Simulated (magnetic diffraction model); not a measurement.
# Which magnetic order? Rb2CrI6

Space group P4/mnc (no. 128), a = 7.9910 Å, c = 11.8920 Å.

| site | atom | x | y | z |
| --- | --- | --- | --- | --- |
| 8h | I | 0.2025 | 0.3042 | 1/2 |
| 4e | I | 1/2 | 1/2 | 0.7409 |
| 4d | Rb | 1/2 | 0 | 3/4 |
| 2a | Cr | 1/2 | 1/2 | 1/2 |

The compound is invented for this exercise: a known structure type with other elements, its cell scaled to their sizes and not relaxed.

Only Cr is taken to order (form factors of Cr4+); orders and moment sizes are assumed, and not adapted to the symmetry. Radiation: neutrons of λ = 2.567 Å, 8° to 65°; isotropic B of 0.5 Å² (I), 0.68 Å² (Rb) and 0.83 Å² (Cr). The intensities are simulated: I ∝ L Σ (|F_N|² + |F_M⊥|²) for unpolarised neutrons, with F_M = 2.695 fm/μB × Σ f(s) S exp(2πi Q·r) exp(−B s²) at Q = H ± k (one set where k and −k are equivalent), only the part normal to Q counting and L = 1/(sin²θ cos θ). For collinear order S is the moment m, which repeats by lattice and centring translations R with the sign exp(−2πi k·R). Form factors are spin-only for 3d ions and dipole or tabulated for f ions, scattering lengths are Sears's of 1992, and absorption is left out. A label names one of the reflections at its angle. The strongest nuclear line in the range is 100, and lines under 0.2 are left out.

Above the ordering temperature:

| 2θ (°) | index | I |
| --- | --- | --- |
| 22.32 | (1 0 1) | 5.8 |
| 26.26 | (1 1 0) | 0.4 |
| 36.52 | (1 1 2) | 2.8 |
| 37.48 | (2 0 0) | 6.4 |
| 42.10 | (2 1 0) | 11.4 |
| 42.38 | (1 0 3) | 0.4 |
| 44.05 | (2 1 1) | 2.0 |
| 45.54 | (2 0 2) | 100.0 |
| 49.55 | (2 1 2) | 17.1 |
| 51.15 | (0 0 4) | 34.2 |
| 54.04 | (2 2 0) | 45.3 |
| 58.40 | (1 1 4) | 0.2 |
| 59.18 | (3 0 1) | 0.5 |
| 60.39 | (2 2 2) | 2.4 |
| 61.05 | (3 1 0) | 1.3 |

Below it (cell unchanged):

| 2θ (°) | I |
| --- | --- |
| 18.63 | 0.3 |
| 19.51 | 2.0 |
| 22.32 | 5.8 |
| 26.26 | 0.4 |
| 26.36 | 0.9 |
| 27.00 | 1.0 |
| 32.39 | 0.6 |
| 36.52 | 2.8 |
| 36.60 | 0.4 |
| 37.48 | 6.4 |
| 38.02 | 0.5 |
| 41.31 | 0.3 |
| 42.10 | 11.4 |
| 42.17 | 0.3 |
| 42.38 | 0.4 |
| 42.59 | 0.7 |
| 44.05 | 2.0 |
| 45.54 | 100.0 |
| 46.40 | 0.5 |
| 49.55 | 17.1 |
| 49.61 | 0.2 |
| 51.15 | 34.2 |
| 53.39 | 0.3 |
| 54.04 | 45.3 |
| 58.40 | 0.2 |
| 59.18 | 0.5 |
| 60.39 | 2.4 |
| 61.05 | 1.3 |
| 61.43 | 0.3 |
| 64.43 | 0.2 |

**Question.** Find the propagation vector, then choose among these models:
A. collinear moments along [111], 1.53 μB on Cr; signs + at (1/2, 1/2, 1/2), − at (0, 0, 0)
B. collinear moments along [110], 1.53 μB on Cr; signs + at (1/2, 1/2, 1/2), − at (0, 0, 0)
C. collinear moments along [111], 1.53 μB on Cr; signs + at (1/2, 1/2, 1/2), + at (0, 0, 0)
D. collinear moments along [110], 1.53 μB on Cr; signs + at (1/2, 1/2, 1/2), + at (0, 0, 0)

The new lines index as (0 0 3/2) at 18.63°, (1 0 1/2) at 19.51°, (1 0 3/2) at 26.36° and (1 1 1/2) at 27.00°, that is as H ± k with k = (0 0 1/2). Half indices mean that the moments reverse under translations with k·R a half-integer, and the magnetic cell has twice the primitive volume. Below the range, at 6.19°, lies the magnetic line (0 0 1/2) with 3.

Magnetic intensity, observed (below minus above) and for each model:

| 2θ (°) | index | observed | A | B | C | D |
| --- | --- | --- | --- | --- | --- | --- |
| 18.63 | (0 0 3/2) | 0.3 | 0.3 | 0.8 | 0.3 | 0.8 |
| 19.51 | (1 0 1/2) | 2.0 | 2.0 | 1.5 | 2.0 | 1.5 |
| 26.36 | (1 0 3/2) | 0.9 | 0.9 | 1.1 | 0.9 | 1.1 |
| 27.00 | (1 1 1/2) | 1.0 | 1.0 | 0.7 | 1.0 | 0.7 |
| 32.39 | (1 1 3/2) | 0.6 | 0.6 | 0.6 | 0.6 | 0.6 |
| 36.60 | (1 0 5/2) | 0.4 | 0.4 | 0.6 | 0.4 | 0.6 |
| 42.59 | (2 1 1/2) | 0.7 | 0.7 | 0.5 | 0.7 | 0.5 |
| 46.40 | (2 1 3/2) | 0.5 | 0.5 | 0.4 | 0.5 | 0.4 |

Models A and C match alike on every line, so these data can't choose among them (such ties are often domains of one structure).

The structure used: k = (0 0 1/2), collinear moments along [111], 1.53 μB on Cr; signs + at (1/2, 1/2, 1/2), + at (0, 0, 0).
